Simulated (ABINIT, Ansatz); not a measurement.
# Tc (P6_3/mmc): phonons by linear response, part 2 of 4

How does Tc (P6_3/mmc) vibrate, and is this structure a minimum?

ABINIT 10.8.3; DFT PBE, scalar-relativistic, plane waves, PseudoDojo norm-conserving pseudopotentials.

So far. Step 3 (Relaxation): The volume changes by +1.1 % in this run and stands +1.1 % from the first cell. Step 4 (Ground state): The cell stands at -0.61 GPa: the relaxation ran with a smoothed and higher cutoff, and the difference is a stress of the finite basis. The relaxed cell has a = 2.755, c = 4.399 Å (conventional setting).

### 5. Linear response at Γ

At q = 0 one unit cell holds all displacements. The response is solved for single atoms along the cell's directions, and symmetry skips those that follow from others. The crystal is treated as a metal, which screens a static field, so no field response is asked.

dfpt_gamma.abi reads:

```

# common to the responses
getwfk_filepath "gso_WFK"
kptopt 2
nqpt 1
qpt 0.0 0.0 0.0
asr 0
chneut 0

# displacements
rfphon 1
rfatpol 1 2
rfdir 1 1 1
tolvrs 1.0d-10
prtwf 0
prtpot 1

# basis, mesh and filling
ecut 38.0
ngkpt 12 12 6
nshiftk 1
shiftk 0.0 0.0 0.0
istwfk *1
occopt 7
tsmear 0.01
nband 23
nstep 100
diemac 1000000.0
prtebands 0
prtgsr 0

# cell and atoms
acell 5.206399282 5.206399282 8.313497547
rprim 
    1.0 0.0 0.0
    -0.5 0.8660254038 0.0
    0.0 0.0 1.0
ntypat 1
znucl 43
natom 2
typat 1 1
xred 
    1/3 2/3 0.25
    2/3 1/3 0.75
pp_dirpath "./pseudo"
pseudos "Tc.upf"
```

Launch:

```sh
$ OMP_NUM_THREADS=1 mpirun -n 16 abinit dfpt_gamma.abi > dfpt_gamma.log
```

Numbers of over 12 decimals in the logs are rounded to 6 here.

dfpt_gamma.abo, the main output file:

```text
[banners, grids, parts of the stress and lines that vanish by symmetry left out]
- input  file    -> dfpt_gamma.abi
- output file    -> dfpt_gamma.abo
- root for input  files -> dfpt_gammai
- root for output files -> dfpt_gammao

 Symmetries : space group P6_3/m m c (#194); Bravais hP (primitive hexag.)
================================================================================
 Values of the parameters that define the memory need of the present run (RF).
     intxc =       0      iscf =       7    lmnmax =       6     lnmax =       6
     mgfft =      48  mpssoang =       3    mqgrid =    3001     natom =       2
  nloc_mem =       1    nspden =       1   nspinor =       1    nsppol =       1
      nsym =      24    n1xccc =    2501    ntypat =       1    occopt =       7
   xclevel =       2
-    mband =          23        mffmem =           1         mkmem =          28
-   mkqmem =          28        mk1mem =          28           mpw =        2204
      nfft =       43200          nkpt =         436
- my_mband =          23
================================================================================
================================================================================

--------------------------------------------------------------------------------
------------- Echo of variables that govern the present computation ------------
--------------------------------------------------------------------------------
-
- outvars: echo of selected default values
-   iomode0 =  0 , fftalg0 =312 , wfoptalg0 =  0
-
- outvars: echo of global parameters not present in the input file
-  max_nthreads =    1
-
 -outvars: echo values of preprocessed input variables
 [... echo left out ...]
================================================================================

 chkinp: Checking input parameters for consistency.

[...]
== DATASET  1 ==================================================================
-   mpi_nproc: 16, omp_nthreads: 1 (-1 if OMP is not activated)

--- !DatasetInfo
iteration_state: {dtset: 1, }
dimensions: {natom: 2, nkpt: 436, mband: 23, nsppol: 1, nspinor: 1, nspden: 1, mpw: 2204, }
cutoff_energies: {ecut:  38.0, pawecutdg:  -1.0, }
electrons: {nelect:   3.00000000E+01, charge:   0.00000000E+00, occopt:   7.00000000E+00, tsmear:   1.00000000E-02, }
meta: {optdriver: 1, rfphon: 1, }
...

 mkfilename: getwfk from: gso_WFK

 Real(R)+Recip(G) space primitive vectors, cartesian coordinates (Bohr,Bohr^-1):
 R(1)=  5.2063993  0.0000000  0.0000000  G(1)=  0.1920713  0.1108924  0.0000000
 R(2)= -2.6031996  4.5088740  0.0000000  G(2)=  0.0000000  0.2217849  0.0000000
 R(3)=  0.0000000  0.0000000  8.3134975  G(3)=  0.0000000  0.0000000  0.1202863
 Unit cell volume ucvol=  1.9515934E+02 bohr^3
 Angles (23,13,12)=  9.00000000E+01  9.00000000E+01  1.20000000E+02 degrees
 setup1 : take into account q-point for computing boxcut.

 getcut: wavevector=  0.0000  0.0000  0.0000  ngfft=  30  30  48
         ecut(hartree)=     38.000   => boxcut(ratio)=   2.07801

--- Pseudopotential description ------------------------------------------------
- pspini: atom type   1  psp file is ./pseudo/Tc.upf

   9.46559836E+02                                ecore*ucvol(ha*bohr**3)
--------------------------------------------------------------------------------

 ==>  initialize data related to q vector <==

 The list of irreducible perturbations for this q vector is:
    1)    idir= 1    ipert=   1
    2)    idir= 3    ipert=   1

[...]
The perturbation idir=   2  ipert=   1 is
 symmetric of a previously calculated perturbation.
 So, its SCF calculation is not needed.

 The perturbation idir=   1  ipert=   2 is
 symmetric of a previously calculated perturbation.
 So, its SCF calculation is not needed.

 The perturbation idir=   2  ipert=   2 is
 symmetric of a previously calculated perturbation.
 So, its SCF calculation is not needed.

 The perturbation idir=   3  ipert=   2 is
 symmetric of a previously calculated perturbation.
 So, its SCF calculation is not needed.

--------------------------------------------------------------------------------
 Perturbation wavevector (in red.coord.)   0.000000  0.000000  0.000000
 Perturbation : displacement of atom   1   along direction   1
 Found     2 symmetries that leave the perturbation invariant.

[...]
dfpt_looppert : total number of electrons, from k and k+q
  fully or partially occupied states are    3.000000E+01 and    3.000000E+01.
 Initialisation of the first-order wave-functions :
  ireadwf=   0

--- !BeginCycle
iteration_state: {dtset: 1, }
solver: {iscf: 7, nstep: 100, nline: 4, wfoptalg: 0, }
tolerances: {tolvrs: 1.00E-10, }
...

     iter   2DEtotal(Ha)        deltaE(Ha) residm    vres2
-ETOT  1   1.586475     -2.386E+03 6.440E+00 1.630E+02
 ETOT  2  0.889005     -6.975E-01 1.255E-01 8.226E+00
 ETOT  3  0.883079     -5.926E-03 5.414E-03 4.369E-01
 ETOT  4  0.883034     -4.457E-05 1.948E-03 7.752E-01
 ETOT  5  0.883448      4.135E-04 7.842E-04 2.493E+00
[...]
At SCF step   10       vres2   =  1.76E-11 < tolvrs=  1.00E-10 =>converged.
[...]
Mean square residual over all n,k,spin=   23.883E-10; max=  60.014E-07

 Thirteen components of 2nd-order total energy (hartree) are
 1,2,3: 0th-order hamiltonian combined with 1st-order wavefunctions
     kin0=   2.22246903E+03 eigvalue=   1.89030665E+01  local=  -1.69847287E+03
 4,5,6: 1st-order hamiltonian combined with 1st and 0th-order wfs
 loc psp =  -2.35639675E+03  Hartree=   6.05392574E+02     xc=  -1.44245491E+02
 note that "loc psp" includes a xc core correction that could be resolved
 7,8,9: eventually, occupation + non-local contributions
    edocc=   2.27257162E+02     enl0=   1.15584335E+03   enl1=  -2.41789687E+03
 1-9 gives the relaxation energy (to be shifted if some occ is /=2.0)
   erelax=  -2.38714681E+03
 10,11,12 Non-relaxation  contributions : frozen-wavefunctions and Ewald
 fr.local=   1.19519642E+03 fr.nonlo=   1.20736584E+03  Ewald=   1.99123553E+01
 13,14 Frozen wf xc core corrections (1) and (2)
 frxc 1  =  -1.68560551E+02  frxc 2 =   1.34115600E+02
 Resulting in :
 2DEtotal=    0.8828427723E+00 Ha. Also 2DEtotal=    0.240233756716E+02 eV
    (2DErelax=   -2.3871468127E+03 Ha. 2DEnonrelax=    2.3880296555E+03 Ha)
    (  non-var. 2DEtotal :    8.8284318008E-01 Ha)

[...]
Perturbation wavevector (in red.coord.)   0.000000  0.000000  0.000000
 Perturbation : displacement of atom   1   along direction   3
 Found     6 symmetries that leave the perturbation invariant.

--------------------------------------------------------------------------------

--------------------------------------------------------------------------------

 dfpt_looppert : total number of electrons, from k and k+q
  fully or partially occupied states are    3.000000E+01 and    3.000000E+01.
 Initialisation of the first-order wave-functions :
  ireadwf=   0

--- !BeginCycle
iteration_state: {dtset: 1, }
solver: {iscf: 7, nstep: 100, nline: 4, wfoptalg: 0, }
tolerances: {tolvrs: 1.00E-10, }
...

     iter   2DEtotal(Ha)        deltaE(Ha) residm    vres2
-ETOT  1   16.147922483590     -6.895E+03 1.833E+01 7.990E+04
[...]
ETOT 10   1.192533      1.855E-10 5.638E-04 8.299E-10
 ETOT 11   1.192533     -5.275E-11 1.907E-04 6.706E-12

 At SCF step   11       vres2   =  6.71E-12 < tolvrs=  1.00E-10 =>converged.
[...]
Mean square residual over all n,k,spin=   95.600E-09; max=  19.072E-05

 Thirteen components of 2nd-order total energy (hartree) are
 1,2,3: 0th-order hamiltonian combined with 1st-order wavefunctions
     kin0=   5.75368370E+03 eigvalue=   1.70807623E+01  local=  -4.37127733E+03
 4,5,6: 1st-order hamiltonian combined with 1st and 0th-order wfs
 loc psp =  -7.62547417E+03  Hartree=   2.35036794E+03     xc=  -3.82690120E+02
 note that "loc psp" includes a xc core correction that could be resolved
 7,8,9: eventually, occupation + non-local contributions
    edocc=   5.88601321E+02     enl0=   2.95371168E+03   enl1=  -6.19348173E+03
 1-9 gives the relaxation energy (to be shifted if some occ is /=2.0)
   erelax=  -6.90947795E+03
 10,11,12 Non-relaxation  contributions : frozen-wavefunctions and Ewald
 fr.local=   3.01900371E+03 fr.nonlo=   3.07974470E+03  Ewald=   8.99772787E+02
 13,14 Frozen wf xc core corrections (1) and (2)
 frxc 1  =  -4.29768617E+02  frxc 2 =   3.41917904E+02
 Resulting in :
 2DEtotal=    0.1192532748E+01 Ha. Also 2DEtotal=    0.324504692253E+02 eV
    (2DErelax=   -6.9094779486E+03 Ha. 2DEnonrelax=    6.9106704814E+03 Ha)
    (  non-var. 2DEtotal :    1.1925325716E+00 Ha)

[...]
---- first-order wavefunction calculations are completed ----

 ==> Compute Derivative Database <==

 [... matrices left out ...]
  Phonon wavevector (reduced coordinates) :  0.00000  0.00000  0.00000
 Phonon energies in Hartree :
  -1.342379E-05 -1.342379E-05  1.359309E-05  4.372852E-04  6.014510E-04
   6.014510E-04
 Phonon frequencies in cm-1    :
- -2.946181E+00 -2.946181E+00  2.983338E+00  9.597302E+01  1.320032E+02
-  1.320032E+02

== END DATASET(S) ==============================================================
================================================================================

 -outvars: echo values of variables after computation
            acell      5.2063992820E+00  5.2063992820E+00  8.3134975470E+00 Bohr
           etotal      1.1925327483E+00
            fcart      0.0000000000E+00  0.0000000000E+00  0.0000000000E+00
           strten      0.0000000000E+00  0.0000000000E+00  0.0000000000E+00
================================================================================
```

Elapsed: 42 s, on 16 MPI ranks of Arm Neoverse V2, shared host.

Read from the output:

```yaml
largest_acoustic_frequency_at_the_zone_centre_before_the_sum_rule: 2.98 cm⁻¹
highest_optical_zone_centre_mode_no_lo_to_term: 132 cm⁻¹
lowest_optical_zone_centre_mode: 95.97 cm⁻¹
```

The acoustic modes at Γ come out as far as 3.0 cm⁻¹ from zero, where they should vanish, a small numerical error.

### 6. Linear response on the mesh

Linear response treats each wavevector of the 3×3×2 mesh in the unit cell; the first-order potentials are kept for the electron-phonon matrix elements.

dfpt_q.abi reads:

```
ndtset 5

# wavevectors
qpt1 0.3333333333 0.0 0.0
qpt2 0.3333333333 0.3333333333 0.0
qpt3 0.0 0.0 0.5
qpt4 0.3333333333 0.0 0.5
qpt5 0.3333333333 0.3333333333 0.5

# displacements
getwfk_filepath "gso_WFK"
getwfq_filepath "gso_WFK"
kptopt 3
nqpt 1
rfphon 1
rfatpol 1 2
rfdir 1 1 1
tolvrs 1.0d-10
prtwf 0
prtpot 1

# basis, mesh and filling
ecut 38.0
ngkpt 12 12 6
nshiftk 1
shiftk 0.0 0.0 0.0
istwfk *1
occopt 7
tsmear 0.01
nband 23
nstep 100
diemac 1000000.0
prtebands 0
prtgsr 0

# cell and atoms
acell 5.206399282 5.206399282 8.313497547
rprim 
    1.0 0.0 0.0
    -0.5 0.8660254038 0.0
    0.0 0.0 1.0
ntypat 1
znucl 43
natom 2
typat 1 1
xred 
    1/3 2/3 0.25
    2/3 1/3 0.75
pp_dirpath "./pseudo"
pseudos "Tc.upf"
```

Launch:

```sh
$ OMP_NUM_THREADS=1 mpirun -n 16 abinit dfpt_q.abi > dfpt_q.log
```

dfpt_q.abo, the main output file:

```text
[banners, grids, parts of the stress and lines that vanish by symmetry left out]
- input  file    -> dfpt_q.abi
- output file    -> dfpt_q.abo
- root for input  files -> dfpt_qi
[...]
DATASET    1 : space group P6_3/m m c (#194); Bravais hP (primitive hexag.)
[...]
nfft =       43200          nkpt =         864
[...]
DATASET    2 : space group P6_3/m m c (#194); Bravais hP (primitive hexag.)
[...]
nfft =       43200          nkpt =         864
[...]
DATASET    3 : space group P6_3/m m c (#194); Bravais hP (primitive hexag.)
[...]
nfft =       43200          nkpt =         864
[...]
DATASET    4 : space group P6_3/m m c (#194); Bravais hP (primitive hexag.)
[...]
nfft =       43200          nkpt =         864
[...]
DATASET    5 : space group P6_3/m m c (#194); Bravais hP (primitive hexag.)
[...]
nfft =       43200          nkpt =         864
[...]
== DATASET  1 ==================================================================
[...]
cutoff_energies: {ecut:  38.0, pawecutdg:  -1.0, }
[...]
Perturbation : displacement of atom   1   along direction   1
[...]
-ETOT  1   25.890371712574     -2.737E+03 6.396E+00 2.582E+05
 ETOT  2   342.35850709700      3.165E+02 8.596E+00 3.591E+06
 ETOT  3   8.167510     -3.342E+02 5.995E+00 4.471E+04
 ETOT  4   3.734176     -4.433E+00 2.041E+01 9.339E+02
 ETOT  5   3.513232     -2.209E-01 5.222E+00 6.839E+01
[...]
At SCF step   16       vres2   =  8.59E-12 < tolvrs=  1.00E-10 =>converged.
[...]
Perturbation : displacement of atom   1   along direction   2
[...]
-ETOT  1   2.430921     -2.432E+03 6.635E+00 2.798E+02
[...]
At SCF step   14       vres2   =  2.74E-11 < tolvrs=  1.00E-10 =>converged.
[...]
Perturbation : displacement of atom   1   along direction   3
[...]
-ETOT  1   11.280409465399     -6.549E+03 1.721E+01 1.826E+04
[...]
At SCF step   16       vres2   =  3.09E-11 < tolvrs=  1.00E-10 =>converged.
[...]
Phonon wavevector (reduced coordinates) :  0.33333  0.00000  0.00000
 Phonon energies in Hartree :
[...]
Phonon frequencies in cm-1    :
-  1.106139E+02  1.176182E+02  1.385615E+02  1.739585E+02  1.957401E+02
-  2.066558E+02
[...]
== DATASET  2 ==================================================================
[...]
cutoff_energies: {ecut:  38.0, pawecutdg:  -1.0, }
[...]
Perturbation : displacement of atom   1   along direction   1
[...]
-ETOT  1   8.584722     -2.673E+03 6.297E+00 1.905E+04
[...]
At SCF step   13       vres2   =  7.56E-11 < tolvrs=  1.00E-10 =>converged.
[...]
Perturbation : displacement of atom   1   along direction   3
[...]
-ETOT  1   10.940702440410     -6.404E+03 1.665E+01 3.128E+03
[...]
Phonon wavevector (reduced coordinates) :  0.33333  0.33333  0.00000
 Phonon energies in Hartree :
[...]
Phonon frequencies in cm-1    :
-  1.605104E+02  1.789062E+02  1.789062E+02  1.812481E+02  2.180191E+02
-  2.180191E+02
[...]
== DATASET  3 ==================================================================
[...]
cutoff_energies: {ecut:  38.0, pawecutdg:  -1.0, }
[...]
Perturbation : displacement of atom   1   along direction   1
[...]
-ETOT  1   1.637943     -2.386E+03 6.694E+00 1.465E+02
[...]
Perturbation : displacement of atom   1   along direction   3
[...]
-ETOT  1   253.18407429157     -7.660E+03 1.770E+01 4.544E+06
[...]
Phonon wavevector (reduced coordinates) :  0.00000  0.00000  0.50000
 Phonon energies in Hartree :
[...]
Phonon frequencies in cm-1    :
-  9.632432E+01  9.632432E+01  9.632432E+01  9.632432E+01  2.024397E+02
-  2.024397E+02
[...]
== DATASET  4 ==================================================================
[...]
cutoff_energies: {ecut:  38.0, pawecutdg:  -1.0, }
[...]
Perturbation : displacement of atom   1   along direction   1
[...]
-ETOT  1   18.245902083181     -2.694E+03 6.688E+00 1.080E+05
[...]
Perturbation : displacement of atom   1   along direction   2
[...]
-ETOT  1   2.682500     -2.431E+03 6.553E+00 1.734E+02
[...]
Perturbation : displacement of atom   1   along direction   3
[...]
-ETOT  1   49.517880048839     -6.682E+03 1.649E+01 3.056E+05
[...]
Phonon wavevector (reduced coordinates) :  0.33333  0.00000  0.50000
 Phonon energies in Hartree :
[...]
Phonon frequencies in cm-1    :
-  1.379239E+02  1.379389E+02  1.388515E+02  1.388515E+02  2.082341E+02
-  2.082440E+02
[...]
== DATASET  5 ==================================================================
[...]
cutoff_energies: {ecut:  38.0, pawecutdg:  -1.0, }
[...]
Perturbation : displacement of atom   1   along direction   1
[...]
-ETOT  1   6.496095     -2.665E+03 6.221E+00 8.786E+03
[...]
At SCF step   11       vres2   =  7.00E-11 < tolvrs=  1.00E-10 =>converged.
[...]
Perturbation : displacement of atom   1   along direction   3
[...]
-ETOT  1   6.842021     -6.458E+03 1.726E+01 1.560E+04
[...]
ETOT 10   1.898408     -1.532E-08 2.031E+01 6.224E-10
 ETOT 11   1.898408     -1.437E-10 2.816E+00 5.920E-11
 At SCF step   11       vres2   =  5.92E-11 < tolvrs=  1.00E-10 =>converged.
[...]
Phonon wavevector (reduced coordinates) :  0.33333  0.33333  0.50000
 Phonon energies in Hartree :
[...]
Phonon frequencies in cm-1    :
-  6.189989E+01  6.189989E+01  1.848477E+02  1.848477E+02  2.165483E+02
-  2.165483E+02
[...]
strten3     0.0000000000E+00  0.0000000000E+00  0.0000000000E+00
           
================================================================================
```

Elapsed: 16 min, on 16 MPI ranks; 4.3 h of CPU time.

This step gave:

```
lowest mode on the q mesh (acoustic ones at the zone centre apart) : 61.9 cm⁻¹
```

Frequencies (cm⁻¹) before the sum rule at the irreducible wavevectors but Γ, which is solved apart; negative means imaginary. Frequencies by wavevector:

```
    q (fractions)  star  mode 1  mode 2  mode 3  mode 4  mode 5  mode 6
       0.3333 0 0     6   110.6   117.6   138.6     174   195.7   206.7
  0.3333 0.3333 0     2   160.5   178.9   178.9   181.2     218     218
          0 0 0.5     1   96.32   96.32   96.32   96.32   202.4   202.4
     0.3333 0 0.5     6   137.9   137.9   138.8   138.8   208.2   208.2
0.3333 0.3333 0.5     2    61.9    61.9   184.8   184.8   216.6   216.6
```

(Continued in part 3 of 4.)

[Host names and launcher messages were left out of these logs when they were recorded.]

[Logs are printed without paths, hosts, clocks, repeated set-up lines and the standing remarks that a program may print on its own settings, such as how far it seeks lower states.]

[Hosts, paths, dates, database ids (printed as entryN), source tags and the programs' standing remarks are cut or masked in the printed files.]
